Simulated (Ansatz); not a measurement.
# Optical response of LuTlTeSe (model structure), part 2 of 3

Aim: the dielectric function of LuTlTeSe (model structure), and the optical constants that follow from it. The structure is a model built here, which may or may not match a known phase. It was built so: 1 of the 2 Te atoms of the cell replaced by Se in the R-3m structure of LuTlTe2.

Ansatz 0.2.0; DFT, PBE, plane-wave PAW, default files, scalar-relativistic, independent-particle optical response without local fields.

So far: Starting point; Relaxation. The relaxed cell has a = 4.251, c = 24.042 Å (conventional setting).

### Step 3. Ground state and bands

The self-consistent density comes first; it also tells whether there is a gap, which decides the occupations and the need for a Drude term.

This step: DFT, PBE, plane-wave PAW, default files, scalar-relativistic, ground state (Ansatz 0.2.0).

input.yaml reads:

```yaml
crystal:
  lattice:
    - [2.1257326152, 1.2272922993, 8.013997283]
    - [-2.1257326152, 1.2272922993, 8.013997283]
    - [0.0, -2.4545845936, 8.0139972838]
  atoms:
    - { symbol: Tl, position: [-0.0020573958, -0.0020573958, -0.0020573958] }
    - { symbol: Lu, position: [0.5056580835, 0.5056580835, 0.5056580835] }
    - { symbol: Te, position: [0.7637252062, 0.7637252062, 0.7637252062] }
    - { symbol: Se, position: [0.2326741061, 0.2326741061, 0.2326741061] }
kpoints:
  mp_grid: { grid: [6, 6, 6] }
  band_path:
    path:
      - [[0.0, 0.0, 0.0], [0.5, 0.0, 0.0], [0.5, 0.18230197, -0.18230197]]
      - [[0.81769803, 0.5, 0.18230197], [0.5, 0.5, 0.5], [0.0, 0.0, 0.0], [0.34115099, 0.0, -0.34115099]]
      - [[0.65884901, 0.34115099, 0.0], [0.5, 0.5, 0.0], [0.65884901, 0.65884901, 0.18230197], [0.5, 0.5, 0.5]]
      - [[0.5, 0.0, 0.0], [0.81769803, 0.34115099, 0.34115099]]
    npoints: 6
scf:
  occupations: { method: fermi_dirac, width: 0.05 }
  n_extra_bands: 8
hamiltonian:
  xc: pbe
  pseudopotentials: { kind: paw }
output:
  forces: true
  stress: true
  populations: true
  write_bands: true
  write_density: true
  write_potential: true
  elf: true
  volumetric_format: npy
```

The run is started by

```
$ ansatz run input.yaml --threads 4 --pin off --max-ram 8192MiB --backend cpu --events-out ev --progress --plain --runs-dir out
```

Numbers of over 12 decimals in the logs are rounded to 6 here.

The log of the run:

```text
[...]
Lu: projections on atomic orbitals take those of the free atom [Kr 4d10] 4f14 5s2 5p6 5d1 6s2, of charge +0.00 (hamiltonian.pseudopotentials.projection_atoms); the dataset's partial waves leave at most 5.1e-5 of an orbital's norm unspanned inside its sphere
[...]
Crystal: 4 atoms, lattice volume = 125.446 Å³
Basis set: ecut = 420 eV, 2439 PW (Γ), FFT grids on a1−a2, a2, −a2+a3, exchange–correlation on 60×120×60 points (8 copies of the dense FFT grid, shifted against one another)
Bands: 43, of which v1, the nominal top of the filled ones, is band 35 counted from 1 (34 counted from 0)
Symmetry: 6 space group operations
[...]
k-points: 32 of 216 (time reversal used)
[...]
SCF iter   1: F=—  HF=-38630.213152 eV  |F-HF|=—  |Δ(HF+E_count)|=         —  Δρ=9.88e-4  dr2=3.58e-3  ethr=1.77e-3  ⟨swp⟩=7.6  Hψ=6159  notcnv=0  defer=4
[...]
SCF iter   8: F=-38630.211231 eV  HF=-38630.211231 eV  |F-HF|=1.38e-8  |Δ(HF+E_count)|=   7.54e-8  Δρ=3.30e-6  dr2=2.20e-8  ethr=1.43e-10  ⟨swp⟩=17.8  Hψ=14724  notcnv=0
SCF 1 converged in 8 iterations: F = -38630.211231 eV  dr2 = 2.20e-8
  Residual-converged pass: ⟨swp⟩=1.0  Hψ=1505  notcnv=0  max |occ|·‖R‖ = 7.0e-9 eV (tolerance 1.0e-8 eV)  dr2=2.20e-8  dr2_onsite=7.23e-9  max |Δocc| = 1.1e-15
[...]
NSCF: frozen V_eff on 58 k-points
SCF converged after 8 iterations
Free energy (F): -38630.211231 eV
[...]
Internal energy: -38630.211228 eV  (E = F + TS)
E sigma→0 (E₀):  -38630.211230 eV
Entropy (-TS):   -0.000002 eV (-0.001 meV/atom)
Fermi energy:    9.743362 eV
[...]
--- Forces (eV/Å), atoms counted from 1 ---
  atom   1  Tl     0.00000000     0.00000000     0.01703330
  atom   2  Lu     0.00000000     0.00000000     0.00728559
  atom   3  Te     0.00000000    -0.00000000    -0.01873125
  atom   4  Se     0.00000000    -0.00000000    -0.00553221
  max |Σ_I F_I| component: 5.54e-5 eV/Å
--- Stress (GPa, compression-positive) ---
       -0.001005       0.000000       0.000000
        0.000000      -0.001005      -0.000000
        0.000000      -0.000000      -0.013689
  P = ⅓ Tr σ = -0.0052 GPa (-0.052 kbar)
--- Band table (eV; the first three rows and the last of 32) ---
  k-point 0: bands = [... 31 lower, 6.7816, 7.3726, 8.6809, 8.6809, 11.3883, 11.3883, 11.4334, 12.2654, ... 4 higher]
  k-point 1: bands = [... 31 lower, 6.7950, 7.8450, 8.0810, 8.3280, 11.0644, 11.5425, 11.8613, 12.3061, ... 4 higher]
  k-point 2: bands = [... 31 lower, 6.7632, 7.0057, 7.8938, 7.9593, 10.6684, 11.3315, 11.8426, 12.3279, ... 4 higher]
  k-point 31: bands = [... 31 lower, 6.7581, 8.7463, 8.7463, 9.3267, 11.0111, 11.3629, 11.3629, 11.8649, ... 4 higher]
--- Löwdin populations: 4 sites ---
  site symbol       q [e]
     0     Tl     12.8985
     1     Lu     24.4421
     2     Te     16.1737
     3     Se     16.3781
  spilling = 0.001536 (of n_electrons = 70.000000)
```

Elapsed: 15 s, on 4 threads of Arm Neoverse V1, shared host; peak memory 0.62 GiB; 58 s of CPU time.

This step gave:

* free energy: -38630.2112 eV
* Fermi energy: 9.743 eV
* gap by band count: 0.9313 eV
* electrons: 70
* symmetry operations: 6
* pressure: -0.005233 GPa
* volume: 125.4 Å³
* gap on the path: 0.9313 eV
* least direct gap on the path: 1.684 eV

There is a gap, 0.93 eV on the path, so no carriers' term is needed. The cell is left with a pressure of 0.0 GPa and forces up to 0.02 eV/Å after its relaxation.

Electronic bands along the path, in eV, zero at the Fermi level; v1 is the highest filled band, c1 the lowest empty one:

| point | v4 | v3 | v2 | v1 | c1 | c2 | c3 | c4 |
| --- | --- | --- | --- | --- | --- | --- | --- | --- |
| Γ | -2.96 | -2.37 | -1.06 | -1.06 | 1.65 | 1.65 | 1.69 | 2.52 |
| halfway | -2.95 | -2.16 | -1.84 | -1.67 | 1.09 | 1.74 | 2.29 | 2.44 |
| L | -3.51 | -3.03 | -1.98 | -1.68 | 0.67 | 1.19 | 1.66 | 2.53 |
| halfway | -3.48 | -3.15 | -2.74 | -2.05 | 1.05 | 1.42 | 2.26 | 2.38 |
| B1 | -3.50 | -3.02 | -2.79 | -2.46 | 0.89 | 1.31 | 2.19 | 2.37 |
| jump to B | -3.50 | -3.02 | -2.79 | -2.46 | 0.89 | 1.31 | 2.19 | 2.37 |
| halfway | -3.05 | -2.79 | -2.24 | -1.57 | 1.49 | 1.91 | 2.04 | 2.50 |
| Z | -2.98 | -1.00 | -1.00 | -0.42 | 1.27 | 1.62 | 1.62 | 2.12 |
| halfway | -2.97 | -1.28 | -1.03 | -1.03 | 1.55 | 1.63 | 1.63 | 2.39 |
| Γ | -2.96 | -2.37 | -1.06 | -1.06 | 1.65 | 1.65 | 1.69 | 2.52 |
| halfway | -3.11 | -2.29 | -1.96 | -1.89 | 1.35 | 1.57 | 1.91 | 2.43 |
| X | -3.42 | -3.16 | -2.69 | -2.50 | 0.93 | 1.35 | 2.16 | 2.33 |
| jump to Q | -3.42 | -3.16 | -2.69 | -2.50 | 0.93 | 1.35 | 2.16 | 2.33 |
| halfway | -3.35 | -2.78 | -2.65 | -2.44 | 0.74 | 1.31 | 1.94 | 2.41 |
| F | -3.02 | -2.96 | -2.62 | -2.10 | 0.52 | 0.75 | 2.61 | 2.92 |
| halfway | -2.99 | -2.97 | -2.62 | -2.09 | 0.52 | 0.79 | 2.52 | 2.91 |
| P1 | -2.99 | -2.98 | -2.54 | -2.07 | 0.54 | 0.88 | 2.33 | 2.87 |
| halfway | -2.93 | -2.79 | -1.68 | -1.57 | 1.07 | 2.10 | 2.28 | 2.37 |
| Z | -2.98 | -1.00 | -1.00 | -0.42 | 1.27 | 1.62 | 1.62 | 2.12 |
| jump to L | -3.51 | -3.03 | -1.98 | -1.68 | 0.67 | 1.19 | 1.66 | 2.53 |
| halfway | -3.26 | -3.01 | -2.01 | -1.97 | 0.63 | 1.09 | 1.87 | 2.63 |
| P | -2.99 | -2.98 | -2.54 | -2.07 | 0.54 | 0.88 | 2.33 | 2.87 |

ELF in the ac plane of the conventional cell at fractional y = 0.000, with atoms of Tl and Lu and Te and Se within 0.2 Å of it. It is the smooth field of the valence electrons, not physical close to the nuclei.

Ten even steps from '_' (0.01) to '@' (0.78), each cell a mean:
```
----==--::........::--====--
......::==**######++--::....
____::==##%%@@@@%%%%**--..__
......::::--------::::......
%%%%%%**--..______::++##%%%%
==**@@@@%%++..__::**@@@@%%++
@@@@%%**--........::++##%%@@
::......::----==--::........
______....::::--::::..______
____..--==++******++==::..__
__..::++##%%%%%%%%%%**--..__
%%%%**::::--======::::==##%%
@@@@**::..--++++==::::==%%@@
..__..--**%%%%%%%%##++::....
______..::--------::::..____
______..::--------::..______
++==--::::::----::::::::==++
==++**##**--..__::++####**++
..::++##%%**::..==##%%**--..
******++--..____..::==******
........::::----::::::......
____..--**%%@@@@%%##++::____
--::::..::--++++==--..::::--
..::====--..____..::====--::
```

Electrostatic potential energy in the ac plane of the conventional cell at fractional y = 0.000, with atoms of Tl and Lu and Te and Se within 0.2 Å of it. With pseudopotentials it is smooth inside the atoms' cores, unlike the true potential.

Ten even steps from '0' (-32 eV) to '9' (13 eV), each cell a mean:
```
12479999998631
99999999999999
99999988899999
99999888889999
77899888889877
76479999998557
77899999999877
99999988899999
99999998999999
99999999999999
88999988899998
01368999997520
00268999987410
88899999999988
99999999999999
99999988899999
99999998999999
77679999998767
98668999997579
77899888889887
99999888889999
99999999999999
88999999999988
00268999998400
```

### Step 4. Spectrum

With the density converged, the vertical transitions are summed over the zone.

This step: DFT, PBE, plane-wave PAW, default files, scalar-relativistic, independent-particle optical response without local fields (Ansatz 0.2.0).

input.yaml, the sections that differ from step 3:

```yaml
kpoints:
  mp_grid: { grid: [6, 6, 6] }
scf:
  occupations: { method: fixed }
output:
  optics:
    e_range: [0, 22]
    de: 0.05
    sigma: 0.1
    nscf_kmesh: { grid: [10, 10, 10] }
    bands: { spectra_wanted_up_to: 22 }
# crystal, hamiltonian: as in step 3
```

The log of the run:

```text
[...]
Crystal: 4 atoms, lattice volume = 125.446 Å³
Basis set: ecut = 420 eV, 2439 PW (Γ), FFT grids on a1−a3, a2−a3, a3
Bands: 42, of which v1, the nominal top of the filled ones, is band 35 counted from 1 (34 counted from 0)
Symmetry: 6 space group operations
[...]
k-points: 32 of 216 (time reversal used)
[...]
SCF iter   1: F=—  HF=-38630.213197 eV  |F-HF|=—  |Δ(HF+E_count)|=         —  Δρ=9.87e-4  dr2=3.55e-3  ethr=1.77e-3  ⟨swp⟩=5.2  Hψ=4867  notcnv=0  defer=116
[...]
SCF iter  13: F=-38630.211242 eV  HF=-38630.211242 eV  |F-HF|=7.28e-12  |Δ(HF+E_count)|=  1.46e-11  Δρ=2.15e-8  dr2=6.35e-13  ethr=1.00e-12  ⟨swp⟩=3.4  Hψ=3632  notcnv=0
SCF 1 converged in 13 iterations: F = -38630.211242 eV  dr2 = 6.35e-13
[...]
output.optics: what the bands over the 106 summed would add to eps1, eps2 and the energy-loss function is held between a lower and an upper bound (6 Lanczos steps). eps1, eps2 and their loss function (loss_summed_bands) are given on every row as the summed bands alone make them. Along an axis, on a row where the two bounds hold the loss function to about 1 % of the greater of itself and 0.5 % of |1/eps|, its cell (loss_completed) is given, with the completed eps1 and eps2 that it is formed of (a cell that is left empty reads nan in the table and null in the record). The two bounds hold it so along every axis on all 441 rows up to 22.000 eV. [rest of the remark cut]
SCF converged after 13 iterations
Free energy (F): -38630.211242 eV
[...]
Internal energy: -38630.211242 eV  (E = F + TS)
E sigma→0 (E₀):  -38630.211242 eV
Fermi energy:    9.326705 eV
[...]
--- Band table (eV; the first three rows and the last of 32) ---
  k-point 0: bands = [... 31 lower, 6.7816, 7.3726, 8.6809, 8.6809, 11.3883, 11.3883, 11.4334, 12.2654, ... 3 higher]
  k-point 1: bands = [... 31 lower, 6.7951, 7.8451, 8.0811, 8.3280, 11.0644, 11.5425, 11.8613, 12.3062, ... 3 higher]
  k-point 2: bands = [... 31 lower, 6.7633, 7.0057, 7.8938, 7.9593, 10.6685, 11.3315, 11.8427, 12.3279, ... 3 higher]
  k-point 31: bands = [... 31 lower, 6.7582, 8.7464, 8.7464, 9.3267, 11.0111, 11.3630, 11.3630, 11.8650, ... 3 higher]
```

Wall time 6.7 min (4 threads); peak memory 3.8 GiB; 26 min of CPU time.

Read-outs, printed or worked out from the files:

- electronic dielectric constant ε∞, mean over x, y and z (by symmetry where fewer were run): 9.946
- absorption onset, first axis (α over 10⁴ cm⁻¹, or the direct gap if that lies higher): 2.252 eV
- main peak of Im epsilon, first axis: 2.751 eV
- centre of weight of the strongest loss peak in the window: 16.03 eV
- photocurrent from vertical transitions in a film 500 nm thick on a perfect mirror (two passes), AM1.5G, no front reflection, all carriers collected: 10.81 mA/cm²
- least direct gap on the mesh: 1.684 eV
- bands summed: 106
- spectra valid up to: 32.23 eV
- program's estimate of the k-sum error in Im epsilon: 0.05 %
- electrons in the f-sum: 43.45

The Im ε by photon energy; read off at these points:

| photon energy (eV) | E ∥ x or y | E ∥ z |
| --- | --- | --- |
| 1.50 | 0 | 5.1e-4 |
| 2.00 | 0.0289 | 0.429 |
| 2.50 | 5.54 | 1.89 |
| 2.75 | 21.1 | 7.06 |
| 3.00 | 12.6 | 13.4 |
| 3.50 | 13.5 | 30.1 |
| 3.60 | 15.4 | 31.1 |
| 3.85 | 16.7 | 22.7 |
| 4.00 | 15.5 | 17.8 |
| 4.50 | 14.1 | 15.2 |
| 5.00 | 8.87 | 9.12 |
| 5.50 | 5.74 | 5.34 |
| 6.00 | 3.61 | 3.13 |
| 6.50 | 3.10 | 2.13 |
| 7.00 | 4.19 | 1.59 |
| 7.50 | 5.44 | 1.66 |
| 8.00 | 3.45 | 2.08 |
| 8.50 | 2.61 | 2.01 |
| 9.00 | 3.02 | 2.81 |
| 9.50 | 1.88 | 2.03 |
| 10.00 | 1.74 | 2.68 |
| 10.50 | 1.39 | 2.00 |
| 11.00 | 1.35 | 1.31 |
| 11.50 | 1.10 | 0.973 |
| 12.00 | 0.884 | 0.867 |
| 12.50 | 0.897 | 0.859 |
| 13.00 | 1.06 | 0.869 |
| 13.50 | 0.726 | 0.738 |
| 14.00 | 0.968 | 1.10 |
| 14.50 | 0.794 | 0.875 |
| 15.00 | 0.823 | 0.900 |
| 15.50 | 0.417 | 0.447 |
| 16.00 | 0.362 | 0.325 |
| 16.50 | 0.358 | 0.318 |
| 17.00 | 0.404 | 0.347 |
| 17.50 | 0.305 | 0.332 |
| 18.00 | 0.315 | 0.303 |
| 18.50 | 0.272 | 0.273 |
| 19.00 | 0.234 | 0.228 |
| 19.50 | 0.232 | 0.245 |
| 20.00 | 0.226 | 0.197 |
| 20.50 | 0.220 | 0.190 |
| 21.00 | 0.206 | 0.202 |
| 21.50 | 0.196 | 0.199 |
| 22.00 | 0.192 | 0.209 |

Re ε against photon energy:

| photon energy (eV) | E ∥ x or y | E ∥ z |
| --- | --- | --- |
| 0 | 9.73 | 10.4 |
| 1 | 10.4 | 11.1 |
| 2 | 14.1 | 14.4 |
| 3 | 7.29 | 23.2 |
| 4 | 3.38 | -3.05 |
| 5 | -3.75 | -7.30 |
| 6 | -1.83 | -4.22 |
| 7 | 0.930 | -1.59 |
| 8 | -1.60 | -0.237 |
| 9 | -1.40 | -0.255 |
| 10 | -1.04 | -0.637 |
| 11 | -0.715 | -0.964 |
| 12 | -0.340 | -0.263 |
| 13 | -0.0788 | 0.138 |
| 14 | 0.0404 | 0.0709 |
| 15 | -0.0402 | -0.101 |
| 16 | 0.196 | 0.102 |
| 17 | 0.324 | 0.349 |
| 18 | 0.364 | 0.387 |
| 19 | 0.527 | 0.528 |
| 20 | 0.637 | 0.614 |
| 21 | 0.688 | 0.709 |
| 22 | 0.775 | 0.794 |

Table of refractive index n and extinction k by photon energy:

| photon energy (eV) | n, E ∥ x or y | k, E ∥ x or y | n, E ∥ z | k, E ∥ z |
| --- | --- | --- | --- | --- |
| 0 | 3.12 | 0 | 3.22 | 0 |
| 1 | 3.23 | 0 | 3.33 | 0 |
| 2 | 3.75 | 0.00385 | 3.79 | 0.0566 |
| 3 | 3.30 | 1.90 | 5.00 | 1.34 |
| 4 | 3.10 | 2.50 | 2.74 | 3.25 |
| 5 | 1.71 | 2.59 | 1.48 | 3.08 |
| 6 | 1.05 | 1.72 | 0.719 | 2.18 |
| 7 | 1.62 | 1.30 | 0.573 | 1.39 |
| 8 | 1.05 | 1.64 | 0.965 | 1.08 |
| 9 | 0.983 | 1.54 | 1.13 | 1.24 |
| 10 | 0.702 | 1.24 | 1.03 | 1.30 |
| 11 | 0.637 | 1.06 | 0.575 | 1.14 |
| 12 | 0.551 | 0.802 | 0.567 | 0.764 |
| 13 | 0.700 | 0.754 | 0.713 | 0.609 |
| 14 | 0.710 | 0.681 | 0.767 | 0.719 |
| 15 | 0.626 | 0.657 | 0.634 | 0.710 |
| 16 | 0.551 | 0.329 | 0.470 | 0.345 |
| 17 | 0.649 | 0.311 | 0.649 | 0.268 |
| 18 | 0.650 | 0.242 | 0.663 | 0.229 |
| 19 | 0.743 | 0.158 | 0.742 | 0.153 |
| 20 | 0.810 | 0.139 | 0.793 | 0.124 |
| 21 | 0.838 | 0.123 | 0.851 | 0.118 |
| 22 | 0.887 | 0.108 | 0.899 | 0.116 |

Loss function −Im 1/ε at q → 0 against energy loss; read off at these points:

| energy loss (eV) | E ∥ x or y | E ∥ z |
| --- | --- | --- |
| 1.50 | 0 | 3.4e-6 |
| 2.00 | 1.5e-4 | 0.00208 |
| 2.50 | 0.00877 | 0.00482 |
| 3.00 | 0.0595 | 0.0186 |
| 3.50 | 0.0449 | 0.0286 |
| 4.00 | 0.0616 | 0.0546 |
| 4.50 | 0.0685 | 0.0603 |
| 5.00 | 0.0956 | 0.0668 |
| 5.50 | 0.114 | 0.0746 |
| 6.00 | 0.220 | 0.113 |
| 6.50 | 0.316 | 0.180 |
| 7.00 | 0.227 | 0.314 |
| 7.50 | 0.169 | 0.523 |
| 8.00 | 0.238 | 0.474 |
| 8.50 | 0.318 | 0.495 |
| 9.00 | 0.272 | 0.353 |
| 9.50 | 0.403 | 0.493 |
| 10.00 | 0.424 | 0.353 |
| 10.50 | 0.568 | 0.413 |
| 11.00 | 0.579 | 0.496 |
| 11.50 | 0.703 | 0.711 |
| 12.00 | 0.986 | 1.06 |
| 12.30 | 1.20 | 1.17 |
| 12.50 | 1.11 | 1.16 |
| 13.00 | 0.942 | 1.12 |
| 13.50 | 1.38 | 1.23 |
| 14.00 | 1.03 | 0.903 |
| 14.50 | 1.22 | 1.11 |
| 15.00 | 1.21 | 1.10 |
| 15.50 | 2.34 | 1.98 |
| 15.70 | 2.67 | 2.55 |
| 15.90 | 2.40 | 2.91 |
| 16.00 | 2.13 | 2.80 |
| 16.50 | 1.91 | 2.00 |
| 17.00 | 1.51 | 1.43 |
| 17.50 | 1.28 | 1.21 |
| 18.00 | 1.36 | 1.25 |
| 18.50 | 0.926 | 0.875 |
| 19.00 | 0.704 | 0.689 |
| 19.50 | 0.573 | 0.564 |
| 20.00 | 0.494 | 0.474 |
| 20.50 | 0.434 | 0.373 |
| 21.00 | 0.400 | 0.371 |
| 21.50 | 0.325 | 0.313 |
| 22.00 | 0.301 | 0.309 |

The reflectivity at normal incidence has structure finer than the step of the table below, so its rows give means over 0.5 eV, whole bins alone (the curve runs from 0 to 22 eV). Peaks (eV: height): E ∥ x or y 2.70: 49.8, 5.50: 53.9, 7.60: 43.1, 9.25: 46.1, 15.35: 28.2; E ∥ z 5.65: 67.2, 9.20: 30.9, 11.00: 39.1, 15.45: 30.5.

Reflectivity at normal incidence against photon energy; means over each step:

| photon energy (eV) | E ∥ x or y (%) | E ∥ z (%) |
| --- | --- | --- |
| 0.5 | 26.8 | 28.0 |
| 1.0 | 27.8 | 29.0 |
| 1.5 | 29.8 | 30.9 |
| 2.0 | 33.8 | 34.1 |
| 2.5 | 44.5 | 40.3 |
| 3.0 | 42.0 | 47.5 |
| 3.5 | 41.9 | 56.2 |
| 4.0 | 46.6 | 56.6 |
| 4.5 | 51.2 | 57.4 |
| 5.0 | 51.3 | 62.1 |
| 5.5 | 53.0 | 65.2 |
| 6.0 | 42.3 | 62.7 |
| 6.5 | 29.1 | 57.0 |
| 7.0 | 25.9 | 46.9 |
| 7.5 | 39.1 | 30.6 |
| 8.0 | 39.5 | 22.8 |
| 8.5 | 35.4 | 20.6 |
| 9.0 | 38.3 | 25.8 |
| 9.5 | 39.2 | 22.9 |
| 10.0 | 36.8 | 28.3 |
| 10.5 | 32.7 | 33.3 |
| 11.0 | 32.0 | 37.7 |
| 11.5 | 31.9 | 33.8 |
| 12.0 | 27.6 | 26.5 |
| 12.5 | 18.4 | 20.5 |
| 13.0 | 19.6 | 15.5 |
| 13.5 | 17.7 | 11.9 |
| 14.0 | 15.3 | 14.7 |
| 14.5 | 19.9 | 19.7 |
| 15.0 | 20.2 | 21.3 |
| 15.5 | 24.7 | 28.2 |
| 16.0 | 13.1 | 17.9 |
| 16.5 | 9.98 | 10.4 |
| 17.0 | 7.83 | 7.01 |
| 17.5 | 6.50 | 5.75 |
| 18.0 | 5.76 | 5.43 |
| 18.5 | 3.89 | 3.75 |
| 19.0 | 2.97 | 2.99 |
| 19.5 | 2.18 | 2.21 |
| 20.0 | 1.70 | 1.86 |
| 20.5 | 1.40 | 1.21 |
| 21.0 | 1.20 | 1.01 |
| 21.5 | 0.838 | 0.733 |

From ε follow the optical constants at some laser and lamp lines:

| wavelength (nm) | n xy | k xy | R (%) xy | 1/α xy | n z | k z | R (%) z | 1/α z |
| --- | --- | --- | --- | --- | --- | --- | --- | --- |
| 1550 | 3.19 | 0.000 | 27.3 | over 1 mm | 3.29 | 0.000 | 28.5 | over 1 mm |
| 1064 | 3.27 | 0.000 | 28.3 | over 1 mm | 3.37 | 0.000 | 29.4 | over 1 mm |
| 800 | 3.42 | 0.000 | 30.0 | over 1 mm | 3.52 | 0.001 | 31.1 | 125 µm |
| 633 | 3.71 | 0.003 | 33.1 | 18 µm | 3.76 | 0.053 | 33.6 | 942 nm |
| 450 | 4.52 | 2.331 | 49.6 | 15 nm | 4.93 | 0.733 | 44.7 | 49 nm |
| 405 | 3.30 | 1.739 | 38.6 | 19 nm | 5.04 | 1.467 | 47.8 | 22 nm |
| 308 | 3.09 | 2.492 | 46.1 | 9.8 nm | 2.75 | 3.206 | 54.8 | 7.6 nm |

A film 1 µm thick would pass 16 % of daylight and look orange in transmission (x = 0.570, y = 0.428). A larger true gap would move the edge to shorter wavelengths and change the colour.

At 1064 nm the birefringence n(z) − n(x) is +0.101: the crystal is uniaxial positive at this level.

The f-sum over the summed bands holds 43.5 of the cell's 70 electrons outside the frozen cores, 30 of which lie in bands more than 12 eV below the Fermi level, whose transitions come at higher energies. Up to 22 eV the strength has a mean oscillator energy of 5.2 eV, well above the main peak, so higher transitions carry much of it.

(Part 2 of 3 ends here.)

[Logs are printed without paths, hosts, clocks, repeated set-up lines and the standing remarks that a program may print on its own settings, such as how far it seeks lower states.]

[Hosts, paths, dates, database ids (printed as entryN), source tags and the programs' standing remarks are cut or masked in the printed files.]
